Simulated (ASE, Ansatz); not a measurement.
**C(110) slab, H on the bottom face, stepped (201 atoms): support functions against a reference**

Aim: test how closely localised support functions follow the reference on C(110) slab, H on the bottom face, stepped (201 atoms), and at what cost. A setting counts as converged where the r.m.s. difference of forces stays under 1 % of the r.m.s. force.

Program: Ansatz 0.2.0. Level of theory: Kohn-Sham DFT, r2SCAN+D3(BJ), PAW (set soft_2), plane waves. Values are calculated unless marked as measured.

### Step 1. Set-up

The cell holds 201 atoms: 177 C and 24 H. Its edges and angles: a = 10.089 Å, b = 10.701 Å, c = 19.718 Å, α = 90.0°, β = 90.0°, γ = 90.0°. It derives from C (diamond-structure). Diamond-structure C (a = 3.567 Å), (110) slab of 8 atomic planes, 4 x 3 surface cells, H on the broken bonds of the bottom face, 10 Å of vacuum; the top repeat layer removed from part of the cell (two steps); displaced by a Gaussian of 0.02 Å. Regions: slab, 177 atoms (177 C); hydrogen, 24 atoms (24 H). Vacuum lies along c.

Before any run, some limits are plain. Beside vacuum, support functions can miss their usual error bounds without a warning. The main run has no spin polarisation, so any moments at edges, vacancies or dangling bonds can't form in it. Sampling is at Γ alone, for a cell whose shortest periodic width is 10 Å.

### Step 2. Plane-wave single point

The first run fixes the reference, at a cutoff of 500 eV.

input.yaml

```yaml
crystal:
  lattice:
    - [10.089, 0.0, 0.0]
    - [0.0, 10.701, 0.0]
    - [0.0, 0.0, 19.71786]
  atoms:
    - { symbol: C, position: [0.87196, 0.17091, 0.29943] }
    - { symbol: C, position: [0.00066, 0.08152, 0.29845] }
    - { symbol: C, position: [0.99597, 0.00215, 0.36281] }
    - { symbol: C, position: [0.87532, 0.25287, 0.36306] }
    - { symbol: C, position: [0.87518, 0.16563, 0.42538] }
    - { symbol: C, position: [1.0e-05, 0.08638, 0.42642] }
    - { symbol: C, position: [0.99995, 0.00031, 0.48941] }
    - { symbol: C, position: [0.87378, 0.24838, 0.48996] }
    - { symbol: C, position: [0.87532, 0.16914, 0.55464] }
    - { symbol: C, position: [0.00207, 0.08262, 0.55617] }
    - { symbol: C, position: [0.99739, 0.00211, 0.6192] }
    - { symbol: C, position: [0.87324, 0.25488, 0.61926] }
    - { symbol: C, position: [0.87365, 0.17005, 0.68206] }
    - { symbol: C, position: [0.00011, 0.08217, 0.68281] }
    - { symbol: C, position: [0.12383, 0.1692, 0.29813] }
    - { symbol: C, position: [0.25214, 0.08503, 0.29974] }
    - { symbol: C, position: [0.25106, 0.99864, 0.36279] }
    - { symbol: C, position: [0.12351, 0.24954, 0.36495] }
    - { symbol: C, position: [0.12325, 0.16906, 0.42661] }
    - { symbol: C, position: [0.24788, 0.08413, 0.42784] }
    - { symbol: C, position: [0.24983, 0.00039, 0.49091] }
    - { symbol: C, position: [0.12367, 0.25205, 0.4878] }
    - { symbol: C, position: [0.12724, 0.16593, 0.55425] }
    - { symbol: C, position: [0.24848, 0.0841, 0.55415] }
    - { symbol: C, position: [0.24795, 0.00144, 0.62068] }
    - { symbol: C, position: [0.12198, 0.2532, 0.6177] }
    - { symbol: C, position: [0.12437, 0.16997, 0.68202] }
    - { symbol: C, position: [0.2493, 0.08122, 0.68237] }
    - { symbol: C, position: [0.24922, 0.00035, 0.74504] }
    - { symbol: C, position: [0.12386, 0.2478, 0.74806] }
    - { symbol: C, position: [0.87342, 0.49658, 0.29843] }
    - { symbol: C, position: [0.99767, 0.41976, 0.29889] }
    [... 163 atom lines left out ...]
    - { symbol: H, position: [0.62267, 0.56018, 0.2534] }
    - { symbol: H, position: [0.74932, 0.35891, 0.25302] }
    - { symbol: H, position: [0.37588, 0.89258, 0.25126] }
    - { symbol: H, position: [0.50048, 0.69209, 0.25327] }
    - { symbol: H, position: [0.62699, 0.8922, 0.25336] }
    - { symbol: H, position: [0.74957, 0.6925, 0.25478] }
kpoints:
  mp_grid: { grid: [1, 1, 1] }
hamiltonian:
  xc: r2scan
  dispersion: d3bj
scf:
  occupations: { method: gaussian, width: 0.025 }
output:
  forces: true
  populations: true
  dos:
    method: { smearing: { sigma: 0.08 } }
    de: 0.1
    projected:
      site_lists:
        C: [C]
        H: [H]
        hydrogen: [177, 178, 179, 180, 181, 182, 183, 184, 185, 186, 187, 188, 189, 190, 191, 192, 193, 194, 195, 196, 197, 198, 199, 200]
  eigenvalues: true
  write_density: true
  write_potential: true
  volumetric_format: npy
```

Started as:

```bash
$ ansatz run input.yaml --threads 8 --pin off --max-ram 15872MiB --backend cpu --events-out ev --progress --plain --runs-dir out
```

What it wrote:

```text
Warning: the engine holds no damping parameters fitted to this dispersion correction and functional, so the run takes those fitted to r2scan beside the three-body term, which d3bj leaves out (hamiltonian.dispersion, under Limitations)
Engine: ansatz 0.2.0, aarch64-unknown-linux-gnu
Pseudopotentials: kind: paw
Pseudopotential: C, paw, valence charge 4, recommended cutoff 500 eV (meta_gga), C.paw.azcp
Pseudopotential: H, paw, valence charge 1, recommended cutoff 500 eV (meta_gga), H.paw.azcp
[... 6 lines on functional and potentials left out ...]
Crystal: 201 atoms, lattice volume = 2128.787 Å³
Basis set: ecut = 500 eV, 54057 PW (Γ), exchange–correlation on 300×320×576 points (64 copies of the dense FFT grid, shifted against one another)
Bands: 567, of which v1, the nominal top of the filled ones, is band 366 counted from 1 (365 counted from 0)
Symmetry: 1 space group operations
Space group: P1 (ITA 1), of the structure as read, at distance tolerance 1.3e-4 Å
k-points: 1
[... 6 lines on functional and potentials left out ...]
Initial density: superposition of atomic densities (neutral atoms: chi_scale 0, normalization atom), corrected by the library's trained network
Initial wavefunctions: pseudopotential atomic-orbital guess
Functional: x = r2scan, c = r2scan; τ floored in thin density (d = 2e-4 eV/Å³)
SCF iter   1: F=—  HF=-44863.809778 eV  |F-HF|=—  |Δ(HF+E_count)|=         —  Δρ=1.48e-2  dr2=3.69e1  dr2_τ=3.04e1  ethr=1.77e-3  ⟨swp⟩=8.0  Hψ=3163  notcnv=0  defer=137
preconditioner: auto → LDOS  [insulator: Δε(μ)=0.051 eV  Ē_g=16.664 eV  σ=0.025 eV  W_gap=0.85  n_scr=426 (ndim 8)  ℏωp=21.8 eV  f_vac=0.415  D(μ)=33.61/eV (n_scr^D=166)  ε∞_Penn≈2.7  β→1.0]
SCF iter   2: F=—  HF=-44865.655313 eV  |F-HF|=—  |Δ(HF+E_count)|=    1.85e0  Δρ=7.66e-3  dr2=3.56e0  dr2_τ=1.91e-1  ethr=1.77e-3  ⟨swp⟩=3.0  Hψ=956  notcnv=0  defer=193
preconditioner: auto → Resta (q_TF=auto, 2.284 Å⁻¹)  ε∞=2.7  [insulator: Δε(μ)=0.518 eV  Ē_g=16.665 eV  σ=0.025 eV  W_gap=1.00  n_scr=426 (ndim 8)  ℏωp=21.8 eV  f_vac=0.417  D(μ)=0.00/eV (n_scr^D=0)  ε∞_Penn≈2.7  vacuum switching on, ρ_ref=2.0e-2 e/Å³  β→0.5]
SCF iter   3: F=—  HF=-44866.559662 eV  |F-HF|=—  |Δ(HF+E_count)|=   9.04e-1  Δρ=1.75e-2  dr2=2.55e1  dr2_τ=4.63e-1  ethr=4.87e-4  ⟨swp⟩=4.0  Hψ=1076  notcnv=0  defer=193  recentre
SCF iter   4: F=—  HF=-44865.456119 eV  |F-HF|=—  |Δ(HF+E_count)|=    1.10e0  Δρ=6.80e-3  dr2=3.22e0  dr2_τ=9.28e-2  ethr=4.87e-4  ⟨swp⟩=2.0  Hψ=711  notcnv=0  defer=193
SCF iter   5: F=—  HF=-44865.177067 eV  |F-HF|=—  |Δ(HF+E_count)|=   2.79e-1  Δρ=3.32e-3  dr2=5.44e-1  dr2_τ=7.72e-3  ethr=4.39e-4  ⟨swp⟩=2.0  Hψ=398  notcnv=0  defer=193
SCF iter   6: F=—  HF=-44865.155329 eV  |F-HF|=—  |Δ(HF+E_count)|=   2.17e-2  Δρ=2.09e-3  dr2=2.57e-1  dr2_τ=8.55e-3  ethr=7.44e-5  ⟨swp⟩=3.0  Hψ=533  notcnv=0  defer=193
SCF iter   7: F=—  HF=-44865.151101 eV  |F-HF|=—  |Δ(HF+E_count)|=   4.23e-3  Δρ=1.64e-3  dr2=1.85e-1  dr2_τ=4.39e-3  ethr=3.51e-5  ⟨swp⟩=2.0  Hψ=672  notcnv=0  defer=193
SCF iter   8: F=—  HF=-44865.140819 eV  |F-HF|=—  |Δ(HF+E_count)|=   1.03e-2  Δρ=6.82e-4  dr2=3.50e-2  dr2_τ=8.42e-4  ethr=2.53e-5  ⟨swp⟩=2.0  Hψ=399  notcnv=0  defer=193
SCF iter   9: F=—  HF=-44865.138526 eV  |F-HF|=—  |Δ(HF+E_count)|=   2.29e-3  Δρ=2.46e-4  dr2=5.04e-3  dr2_τ=1.22e-4  ethr=4.79e-6  ⟨swp⟩=2.0  Hψ=393  notcnv=0  defer=193
SCF iter  10: F=—  HF=-44865.138207 eV  |F-HF|=—  |Δ(HF+E_count)|=   3.19e-4  Δρ=2.14e-4  dr2=2.65e-3  dr2_τ=1.01e-4  ethr=6.89e-7  ⟨swp⟩=3.0  Hψ=804  notcnv=0  defer=193
SCF iter  11: F=—  HF=-44865.138213 eV  |F-HF|=—  |Δ(HF+E_count)|=   6.56e-6  Δρ=1.23e-4  dr2=8.29e-4  dr2_τ=4.21e-5  ethr=3.62e-7  ⟨swp⟩=3.0  Hψ=423  notcnv=0  defer=193
SCF iter  12: F=—  HF=-44865.138202 eV  |F-HF|=—  |Δ(HF+E_count)|=   1.14e-5  Δρ=5.75e-5  dr2=1.07e-4  dr2_τ=2.64e-6  ethr=1.13e-7  ⟨swp⟩=2.0  Hψ=390  notcnv=0  defer=193
SCF iter  13: F=—  HF=-44865.138229 eV  |F-HF|=—  |Δ(HF+E_count)|=   2.74e-5  Δρ=3.52e-5  dr2=4.40e-5  dr2_τ=2.43e-6  ethr=1.46e-8  ⟨swp⟩=4.0  Hψ=750  notcnv=0  defer=193
SCF iter  14: F=—  HF=-44865.138250 eV  |F-HF|=—  |Δ(HF+E_count)|=   2.05e-5  Δρ=1.15e-5  dr2=5.51e-6  dr2_τ=3.63e-7  ethr=6.01e-9  ⟨swp⟩=2.0  Hψ=594  notcnv=0  defer=193
SCF iter  15: F=—  HF=-44865.138251 eV  |F-HF|=—  |Δ(HF+E_count)|=   1.47e-6  Δρ=6.92e-6  dr2=1.66e-6  dr2_τ=1.33e-7  ethr=7.53e-10  ⟨swp⟩=3.0  Hψ=670  notcnv=0  defer=193
SCF iter  16: F=—  HF=-44865.138251 eV  |F-HF|=—  |Δ(HF+E_count)|=   3.01e-7  Δρ=4.15e-6  dr2=5.46e-7  dr2_τ=2.91e-8  ethr=2.27e-10  ⟨swp⟩=4.0  Hψ=775  notcnv=0  defer=193
SCF iter  17: F=—  HF=-44865.138252 eV  |F-HF|=—  |Δ(HF+E_count)|=   2.16e-7  Δρ=2.40e-6  dr2=1.92e-7  dr2_τ=1.08e-8  ethr=7.46e-11  ⟨swp⟩=2.0  Hψ=429  notcnv=0  defer=193
SCF iter  18: F=-44865.138252 eV  HF=-44865.138252 eV  |F-HF|=3.90e-8  |Δ(HF+E_count)|=   7.53e-8  Δρ=1.32e-6  dr2=7.11e-8  dr2_τ=3.69e-9  ethr=1.37e-11  ⟨swp⟩=32.0  Hψ=7202  notcnv=0
SCF 1 converged in 18 iterations: F = -44865.138252 eV  dr2 = 7.11e-8
  greatest PAW one-centre occupation: 0.685 electrons in one spin orbital (limit 2), on the C atom at site 133 (counted from 0), in its partial waves of l = 0
WARN: The output density's exchange-correlation potential varies sharply where the density is thin. Do not read a vacuum level from v_tot or v_xc, or from such a field of the output density. On a cell that repeats whose density bears no net charge and no dipole along the vacuum's axis use v_es (v_loc + v_h of the components); [...]
SCF converged after 18 iterations
Free energy (F): -44865.138252 eV
Harris-Foulkes:  -44865.138252 eV  (|F-HF|=3.90e-8)
Internal energy: -44865.138252 eV  (E = F + TS)
E sigma→0 (E₀):  -44865.138252 eV
Fermi energy:    4.149398 eV
--- Per-component energies (eV) ---
  E_band       = -3939.401598
  E_kinetic    = 16442.522359
  E_local      = -390320.304694  (includes V_loc(G=0)·N_el)
  E_nonlocal   = 4693.349731
  E_hartree    = 188853.053336
  E_xc         = -8630.786099
  E_vxc        = -11936.917426  (∫ρ·V_xc dr)
  E_paw        = -17827.891653  (= ΣΔE_a)
  E_vpaw       = -1163.388056  (= ΣTr[D̂ρ^β])
  E_aug_tail   = -0.011757  (compensation charges beyond the density's cutoff)
  E_vtau       = 639.246808  (kinetic-family band-sum trace: ∫τ·v_τ [+ j·A + Jᵃ·Aᵃ] dr)
  E_ewald      = 161942.606603
  E_disp       = -13.291126  (pairwise vdW)
  E_core_change = -4.384951  (= ΣΔE_core)
  E_smearing   = -0.000000  (= −TS)
  E_closure    = 0.000000  (closes the sum)
  Σ components = -44865.138252   (vs F -44865.138252, Δ=0.00e0)
--- Forces (eV/Å), atoms counted from 1 ---
  atom   1  C      1.21421746    -3.59320483     0.74265605
  atom   2  C     -0.55718122     3.09388840     1.17415113
  atom   3  C      2.14243537    -0.77060608    -0.53916234
  atom   4  C     -0.05048721    -0.49913932    -0.84934810
  atom   5  C     -0.20159557     1.07422359     1.06730902
  atom   6  C     -0.48213191    -1.20066983    -0.14812201
  atom   7  C      0.25548496    -0.49050485     1.59767581
  atom   8  C      0.94544927     1.31480652     0.05664723
  atom   9  C      0.07456428    -0.98518325     0.35041742
  atom  10  C     -0.63741580     1.11675262    -1.62053694
  atom  11  C      0.43944042    -0.99475919     0.71220191
  atom  12  C      1.13625523     0.11213656     0.58721906
  atom  13  C     -0.03268564    -5.93245979    -0.90436064
  atom  14  C      0.23223215     3.27117289    -0.70166922
[...]
atom 200  H     -0.22803370    -0.28410057     0.21013295
  atom 201  H      0.15645723    -0.31051053    -1.12250613
  max |Σ_I F_I| component: 2.20e-4 eV/Å
--- Band table (eV) ---
  k-point 0: bands = ["-18.6943", "-17.7102", "-17.6661", "-17.6113", [... 551 levels ...], "13.7852", "13.8452", "13.8745", "13.8988", "13.9181", "13.9593", "13.9794", "14.0152", "14.0502", "14.1039", "14.1258", "14.1535"]
--- Löwdin populations: 201 sites ---
  site symbol       q [e]
     0      C      4.1296
     1      C      4.1254
     2      C      3.9782
[...]
200      H      0.8291
  spilling = 0.005373 (of n_electrons = 732.000000)
```

It took 78 s on 8 threads of Arm Neoverse V2, shared host; peak memory 6.2 GiB.

The program notes that the exchange-correlation potential is rough where the density is thin. Further notices: dispersion damping borrowed.

Numbers from this run:

| Item | Value |
| --- | --- |
| free energy | -44865.1383 eV |
| free energy per atom | -223.2096 eV/atom |
| SCF cycles | 18 |
| r.m.s. force component | 1.348 eV/Å |
| longest force | 6.785 eV/Å |
| Fermi energy | 4.149 eV |
| gap (highest filled to lowest empty level) | 0.4261 eV |
| spilling of the projection | 0.005373 |

Neighbours are counted within 1.85 Å (C-C), 1.34 Å (C-H).

Length of the force by element and coordination:

| element | coordination | atoms | mean length of the force (eV/Å) | spread | least | most |
| --- | --- | --- | --- | --- | --- | --- |
| C | all | 177 | 2.11 | 1.29 | 0.418 | 6.78 |
| C | 2 | 6 | 4.29 | 0.304 | 3.78 | 4.66 |
| C | 3 | 18 | 4.55 | 1.48 | 1.84 | 6.78 |
| C | 4 | 153 | 1.74 | 0.792 | 0.418 | 4.08 |
| H | all | 24 | 0.749 | 0.341 | 0.172 | 1.51 |

Löwdin charges by element and coordination (they lack the spilled electrons, 0.020 e an atom on average):

| element | coordination | atoms | mean charge (e) | spread | least | most |
| --- | --- | --- | --- | --- | --- | --- |
| C | all | 177 | 0.0011 | 0.0505 | -0.130 | 0.0715 |
| C | 2 | 6 | -0.0623 | 0.0089 | -0.0738 | -0.0498 |
| C | 3 | 18 | 0.0093 | 0.0279 | -0.0354 | 0.0517 |
| C | 4 | 153 | 0.0026 | 0.0518 | -0.130 | 0.0715 |
| H | all | 24 | 0.156 | 0.0088 | 0.142 | 0.176 |

By region:

| region | atoms | mean length of the force (eV/Å) |
| --- | --- | --- |
| slab | 177 | 2.11 |
| hydrogen | 24 | 0.749 |

Density of states as counts of states in windows of 1 eV (from the Fermi level), total and the larger projections:

| from (eV) | to (eV) | total | C p | C s |
| --- | --- | --- | --- | --- |
| -18 | -17 | 34.5 | 13.1 | 20.7 |
| -17 | -16 | 27.7 | 10.4 | 16.6 |
| -16 | -15 | 23.7 | 9.5 | 13.5 |
| -15 | -14 | 13.6 | 6.1 | 7.2 |
| -14 | -13 | 35.8 | 20.9 | 13.9 |
| -13 | -12 | 41.8 | 26.8 | 13.6 |
| -12 | -11 | 25.7 | 16.4 | 8.4 |
| -11 | -10 | 24.0 | 16.4 | 6.4 |
| -10 | -9 | 40.0 | 31.5 | 6.5 |
| -9 | -8 | 53.5 | 44.7 | 7.0 |
| -8 | -7 | 59.2 | 50.5 | 6.0 |
| -7 | -6 | 56.3 | 50.3 | 3.8 |
| -6 | -5 | 66.1 | 60.7 | 2.8 |
| -5 | -4 | 63.8 | 59.1 | 2.4 |
| -4 | -3 | 34.0 | 32.2 | 0.9 |
| -3 | -2 | 34.1 | 32.1 | 1.1 |
| -2 | -1 | 14.2 | 12.9 | 0.9 |
| -1 | 0 | 20.3 | 18.1 | 1.9 |
| 0 | 1 | 14.0 | 12.0 | 1.8 |
| 1 | 2 | 4.4 | 3.7 | 0.6 |
| 2 | 3 | 13.5 | 10.4 | 1.4 |
| 3 | 4 | 8.1 | 1.9 | 1.3 |
| 4 | 5 | 23.2 | 9.8 | 6.3 |

The curve was stored every 0.10 eV, coarse against its broadening of 0.08 eV, so these counts are rough.

Between -23 and -18 eV lie 64 more states.

The levels nearest the highest filled one (over half full), pooled over k-points and spins:

| level less the highest filled one (eV) | occupation |
| --- | --- |
| -0.349 | 2 |
| -0.236 | 2 |
| -0.172 | 2 |
| -0.0746 | 2 |
| -0.0076 | 2 |
| 0 | 2 |
| 0.426 | 0 |
| 0.482 | 0 |
| 0.660 | 0 |
| 0.752 | 0 |
| 0.865 | 0 |
| 1.00 | 0 |

Planar average of the electrostatic potential energy along the normal, with the Fermi level as zero, after a running mean with a triangular window 4 Å wide at its base:

| height (Å) | potential energy (eV) |
| --- | --- |
| 0.0 | 4.70 |
| 0.5 | 4.45 |
| 1.1 | 4.20 |
| 1.6 | 3.96 |
| 2.2 | 3.70 |
| 2.7 | 3.40 |
| 3.4 | 2.57 |
| 4.0 | 1.07 |
| 4.5 | -1.48 |
| 5.1 | -4.50 |
| 5.6 | -7.76 |
| 6.2 | -9.87 |
| 6.7 | -11.06 |
| 7.3 | -11.66 |
| 7.8 | -11.41 |
| 8.4 | -11.79 |
| 8.9 | -11.52 |
| 9.4 | -11.75 |
| 10.1 | -11.56 |
| 10.7 | -11.72 |
| 11.2 | -11.66 |
| 11.8 | -11.44 |
| 12.3 | -11.38 |
| 12.9 | -10.13 |
| 13.4 | -8.70 |
| 14.0 | -5.79 |
| 14.5 | -2.51 |
| 15.1 | 0.58 |
| 15.6 | 3.30 |
| 16.2 | 4.79 |
| 16.8 | 5.65 |
| 17.4 | 5.68 |
| 17.9 | 5.49 |
| 18.5 | 5.25 |
| 19.0 | 5.00 |
| 19.6 | 4.76 |

Electrostatic potential energy in the cb plane at fractional x = 0.122, with atoms of C and H within 0.2 Å of it. With pseudopotentials it is smooth inside the atoms' cores, unlike the true potential.

Ten even steps from '0' (-64 eV) to '9' (9 eV), each cell a mean:
```
9999999999999999999854789986468998745899974479
9999999999999867988610488872027888400688850059
9999999999999856636732564574247546623753673379
9999999999999987202788840068786004888710388899
9999999999999998535899863479997436899853689999
9999999999999999888999988899999888999988899999
9999999999999999999999999999999999999999999999
9999999999999999999988899998889999988999999999
9999999999999999999744799985368998745899974589
9999999999999977999600489972027998400688850069
9999999999999955646743675675357557624753663379
9999999999999987202788830178885005888720278899
9999999999999998424899852379997336899853589999
9999999999999999888999987899998888999988899999
9999999999999999999999999999999999999999999999
9999999999999999999988999998889999888999999999
9999999999999999999854789985468998645899985589
9999999999999967888610388861038888301688860049
9999999999999955636742564474367547634753673269
9999999999999987202788840068886005888710388899
9999999999999998535899863479997336999853689999
9999999999999999988999998899999888999988999999
9999999999999999999999999999999999999999999999
9999999999999999999999999999999999999999999999
```
Columns run along c (16.0 Å, from fractional 0.00 to 0.81 of the cell; values clipped at the 3rd and 97th percentile), rows up along b (10.7 Å). Atoms in or near the plane, at fractional coordinates: C at (0.30, 0.17), C at (0.36, 0.25), C at (0.43, 0.17), C at (0.49, 0.25), C at (0.55, 0.17), C at (0.62, 0.25), C at (0.68, 0.17), C at (0.75, 0.25), C at (0.30, 0.50), C at (0.36, 0.59), C at (0.42, 0.50), C at (0.49, 0.59), C at (0.55, 0.50), C at (0.62, 0.58) and more.

Valence density in the cb plane at fractional x = 0.122, with atoms of C and H within 0.2 Å of it. It is the smooth field of the valence electrons, not physical close to the nuclei.

Ten even steps from '0' (0.0 e/Å³) to '9' (1.8 e/Å³), each cell a mean:
```
0000000000000001001367420125752102476311135641
0000000000000134323699843358985334799633368962
0000000000000168777888987789888778888877777751
0000000000000025998633589974347998533699853210
0000000000000012686211258731113785211368521000
0000000000000001232100123310001332100123210000
0000000000000000111001011110001111000011100000
0000000000000000000133210012321001232100012210
0000000000000000001377410126852101476311135631
0000000000000134223699732258984224799632378962
0000000000000169777777876677787777888877888741
0000000000000026998533589963347997433699853210
0000000000000013696311269731114885211368621000
0000000000000001343100124310012442100123210000
0000000000000000011011111111111111111111100000
0000000000000000000123210012321001232100012210
0000000000000000001267421126852002586310135541
0000000000000134323699853369984224899633368972
0000000000000169877778887888777777777777777752
0000000000000026998533589974347997433699853320
0000000000000012686211258731114885211368521000
0000000000000001232100123310001332100123210000
0000000000000000111000011110101111111111100000
0000000000000000000122100012211001122100012210
```
Columns run along c (16.0 Å, from fractional 0.00 to 0.81 of the cell), rows up along b (10.7 Å). Atoms in or near the plane, at fractional coordinates: C at (0.30, 0.17), C at (0.36, 0.25), C at (0.43, 0.17), C at (0.49, 0.25), C at (0.55, 0.17), C at (0.62, 0.25), C at (0.68, 0.17), C at (0.75, 0.25), C at (0.30, 0.50), C at (0.36, 0.59), C at (0.42, 0.50), C at (0.49, 0.59), C at (0.55, 0.50), C at (0.62, 0.58) and more.

Mean Löwdin charges: C +0.00, H +0.16 e (they miss 0.54 % of the electrons, so they add up to more than the cell's charge). Charges this small depend on the projection, at times even in sign. The largest share in the top eV of filled states is C p (91 % of the projected weight), and in the lowest eV of empty states C p (87 % of the projected weight). The potential slopes across the vacuum: the slab bears a dipole, and with periodic images along the normal there is no flat vacuum level to read.

[end of part 1 of 2]

[Long decimals in the printed logs are rounded to 6 places.]

[Logs are printed without paths, hosts, clocks, repeated set-up lines and the standing remarks that a program may print on its own settings, such as how far it seeks lower states.]

[Hosts, paths, dates, database ids (printed as entryN), source tags and the programs' standing remarks are cut or masked in the printed files.]
